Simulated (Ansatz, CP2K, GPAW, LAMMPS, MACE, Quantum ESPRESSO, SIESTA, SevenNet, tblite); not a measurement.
# Which run comes nearest? Liquid Ge at 2600 K (66 atoms)

Density of this cell: 5.27 g/cm³. The cell holds 66 atoms: 66 Ge. Cell: a = 11.473 Å, b = 11.473 Å, c = 11.473 Å, α = 90.0°, β = 90.0°, γ = 90.0°. 66 atoms (66 Ge) placed at random at 5.27 g/cm³, melted at 3500 K for 10 ps at fixed volume with the Tersoff potential (Tersoff, Phys. Rev. B 39, 5566 (1989)). Snapshot at the end of a hold of 5 ps at 2600 K and fixed volume.

Geometry: as built.

The reference, a calculation:

* method: Kohn-Sham DFT, PBE, PAW, plane waves (Ansatz 0.2.0); cutoff 420 eV, Γ point, fermi-dirac smearing of 0.05 eV; PAW set soft_2
* r.m.s. force component: 0.9003 eV/Å
* longest force: 3.66 eV/Å
* pressure: 4.681 GPa
* SCF cycles: 10
* time: 46 s on 4 threads of Arm Neoverse V1, shared host
* CPU time: 2.7 min

Q: Estimate the differences from the reference, the CPU time and the memory of each run.
- GPAW PBE, LCAO dzp, h 0.2 Å, other mixer settings (GPAW 26.7.0; 1 thread)
- SevenNet 0 potential (SevenNet 0; 1 thread)
- MACE MPA-0 medium potential (MACE MPA-0 medium; 1 thread)
- SevenNet l3i5 potential (SevenNet l3i5; 1 thread)
- CP2K r2SCAN, SCAN potentials, DZVP-UZH(SCAN), 600/50 Ry, diagonalisation (CP2K 2026.2; 2 threads)
- CP2K PBE+D3(BJ), DZVP-UZH, 350/50 Ry, diagonalisation (CP2K 2026.2; 2 threads)
- GPAW PBE, LCAO sz(dzp), h 0.2 Å (GPAW 26.7.0; 1 thread)
- tblite GFN1-xTB (tblite 0.8.0; 1 thread)
- CP2K PBE, TZV2P-UZH, 350/50 Ry, diagonalisation (CP2K 2026.2; 4 MPI ranks)
- CP2K RPBE, PBE potentials, DZVP-UZH, 350/50 Ry, diagonalisation (CP2K 2026.2; 2 threads)

Differences are against the plane-wave reference, forces as r.m.s. over components; share is that over the reference's r.m.s. force, slope the least-squares factor from reference forces to these. Total energies of different programs have different zeros and aren't compared.

```
                                                                     run  Δ force, r.m.s. (meV/Å)  share (%)  slope  Δ pressure (GPa)  cores  CPU time  memory (GiB)
                                                               reference                        -          -      -                 -      4   2.7 min           2.3
                       GPAW PBE, LCAO dzp, h 0.2 Å, other mixer settings                     99.7       11.1  1.092                 -      1   5.2 min           1.3
                                                    SevenNet 0 potential                      234       25.9  0.914             -1.52      1     8.2 s           0.7
                                             MACE MPA-0 medium potential                      207       23.0  0.973            -0.978      1     8.4 s          0.79
                                                 SevenNet l3i5 potential                      236       26.2  0.937             -1.61      1      10 s          0.97
CP2K r2SCAN, SCAN potentials, DZVP-UZH(SCAN), 600/50 Ry, diagonalisation                      241       26.8  0.855             -5.16      2   8.6 min           4.8
                   CP2K PBE+D3(BJ), DZVP-UZH, 350/50 Ry, diagonalisation                      103       11.5  0.955            -0.579      2   2.7 min           2.2
                                GPAW PBE, LCAO sz(dzp), h 0.2 Å (coarse)                      333       37.0  1.303                 -      1      70 s           1.0
                                                         tblite GFN1-xTB                      329       36.5  0.855             0.247      1     7.5 s          0.14
                         CP2K PBE, TZV2P-UZH, 350/50 Ry, diagonalisation                     23.4       2.60  0.994             0.403      4   7.9 min           5.0
         CP2K RPBE, PBE potentials, DZVP-UZH, 350/50 Ry, diagonalisation                     41.3       4.59  0.988              1.07      2   2.6 min           2.2
```

Rows marked coarse were listed beforehand as settings not expected to be converged; some can still land near the reference.

Times of the machine-learned potentials are mostly Python's start and the loading of weights.

CPU time is summed over cores on a shared host, where runs went side by side, so it is rough. Symmetry, cutoffs, thresholds, outputs and thread counts weren't matched or tuned between programs; memory under MPI is the largest rank's times the ranks.

The PBE runs in local orbitals, coarse settings apart, differ by 2.6 % (CP2K PBE, TZV2P-UZH, 350/50 Ry, diagonalisation) to 11 % (GPAW PBE, LCAO dzp, h 0.2 Å, other mixer settings); basis, grid and potentials can all enter. Tight binding differs by 37 % (tblite GFN1-xTB); it is another model, with fitted parameters of its own, and the xTB methods hold dispersion. Machine-learned potentials differ by 23 % (MACE MPA-0 medium potential) to 26 % (SevenNet l3i5 potential); they were trained on other programs' data. Rows with another functional or a dispersion term differ by 4.6 % (CP2K RPBE, PBE potentials, DZVP-UZH, 350/50 Ry, diagonalisation) to 27 % (CP2K r2SCAN, SCAN potentials, DZVP-UZH(SCAN), 600/50 Ry, diagonalisation), which mixes the change of model with differences of basis and potentials, some of them made for another functional. Periodic xTB results under one method name differ between programs and library versions. Machine-learned potentials mimic data converged in k, so the reference's own k-point error enters their differences. The network of bonds at the start is that of the classical potential that made the cell, and needn't be the one that DFT or experiment would give. The electronic-structure runs sample only Γ, in a cell whose shortest periodic width is 11 Å, which is coarse for a cell with partly filled levels.

[Logs are printed without paths, hosts, clocks, repeated set-up lines and the standing remarks that a program may print on its own settings, such as how far it seeks lower states.]

[Hosts, paths, dates, database ids (printed as entryN), source tags and the programs' standing remarks are cut or masked in the printed files.]
